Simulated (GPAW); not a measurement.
Consider InAg (Pm-3m).

```xyz
2
Lattice="3.4648 0.0000 0.0000 0.0000 3.4648 0.0000 0.0000 0.0000 3.4648" Properties=species:S:1:pos:R:3 pbc="T T T"
In    1.7324    1.7324    1.7324
Ag    0.0000    0.0000    0.0000
```

Absorber: atom 1, with 8 Ag at 3.00 Å and 6 In at 3.46 Å (cube and octahedron, as in bcc, site symmetry m-3m). Method: GPAW, LDA, excited-electron core hole (neutral cell), 8-atom cell with 6.0 Å between holes, 5×5×5 k points, dipole transitions, Gaussian full width 7.91 eV.

**Question.** What does the In K edge look like?

Main maxima up to 28 eV above the zero (height): 5.4 eV (1.23) and 20.6 eV (0.91). A K edge sees empty p states on the absorber. 

The In K spectrum (energy from the lowest empty level; intensity scaled to a mean of 1 over the first 20 eV):

| E (eV) | intensity |
| --- | --- |
| -2.0 | 0.36 |
| -1.5 | 0.43 |
| -1.0 | 0.51 |
| -0.5 | 0.60 |
| 0.0 | 0.68 |
| 0.5 | 0.77 |
| 1.0 | 0.85 |
| 1.5 | 0.93 |
| 2.0 | 1.00 |
| 2.5 | 1.07 |
| 3.0 | 1.12 |
| 3.5 | 1.16 |
| 4.0 | 1.20 |
| 4.5 | 1.22 |
| 5.0 | 1.23 |
| 5.5 | 1.23 |
| 6.0 | 1.23 |
| 6.5 | 1.22 |
| 7.0 | 1.20 |
| 7.5 | 1.18 |
| 8.0 | 1.15 |
| 8.5 | 1.12 |
| 9.0 | 1.09 |
| 9.5 | 1.06 |
| 10.0 | 1.03 |
| 10.5 | 1.00 |
| 11.0 | 0.98 |
| 11.5 | 0.95 |
| 12.0 | 0.93 |
| 12.5 | 0.91 |
| 13.0 | 0.89 |
| 13.5 | 0.88 |
| 14.0 | 0.87 |
| 14.5 | 0.86 |
| 15.0 | 0.86 |
| 15.5 | 0.86 |
| 16.0 | 0.86 |
| 16.5 | 0.87 |
| 17.0 | 0.87 |
| 17.5 | 0.88 |
| 18.0 | 0.89 |
| 18.5 | 0.90 |
| 19.0 | 0.90 |
| 19.5 | 0.91 |
| 20.0 | 0.91 |
| 20.5 | 0.91 |
| 21.0 | 0.91 |
| 21.5 | 0.91 |
| 22.0 | 0.91 |
| 22.5 | 0.90 |
| 23.0 | 0.89 |
| 23.5 | 0.88 |
| 24.0 | 0.87 |
| 24.5 | 0.86 |
| 25.0 | 0.85 |
| 25.5 | 0.84 |
| 26.0 | 0.84 |
| 26.5 | 0.83 |
| 27.0 | 0.83 |
| 27.5 | 0.82 |
| 28.0 | 0.83 |
| 28.5 | 0.83 |
| 29.0 | 0.84 |
| 29.5 | 0.85 |
| 30.0 | 0.86 |
| 30.5 | 0.88 |
| 31.0 | 0.90 |
| 31.5 | 0.92 |
| 32.0 | 0.93 |

The script folds with a Gaussian, whereas the core hole's own line is a Lorentzian, so the onset is too steep and the first peak too high. The holes are only 6.0 Å apart, so the shape is probably not converged with cell size; no larger cell was run here. Lifetime broadening is put in by hand, and intensities beyond about 20 eV depend on it and on the partial waves. The structure is a computed Materials Project entry and may be a hypothetical form.

[Banner, clock and machine lines of the logs are left out without a mark of their own.]

[Logs are printed without paths, hosts, clocks, repeated set-up lines and the standing remarks that a program may print on its own settings, such as how far it seeks lower states.]

[Hosts, paths, dates, database ids (printed as entryN), source tags and the programs' standing remarks are cut or masked in the printed files.]

[Lists of maxima count a maximum above −3 eV only where it reaches 4 % of the highest in the window and stands out from its surroundings by 2 % of it (1.5 % where it reaches 55 %); shoulders and weaker maxima are passed over, and of the rest the first, up to two pre-edge ones and the few strongest are named.]
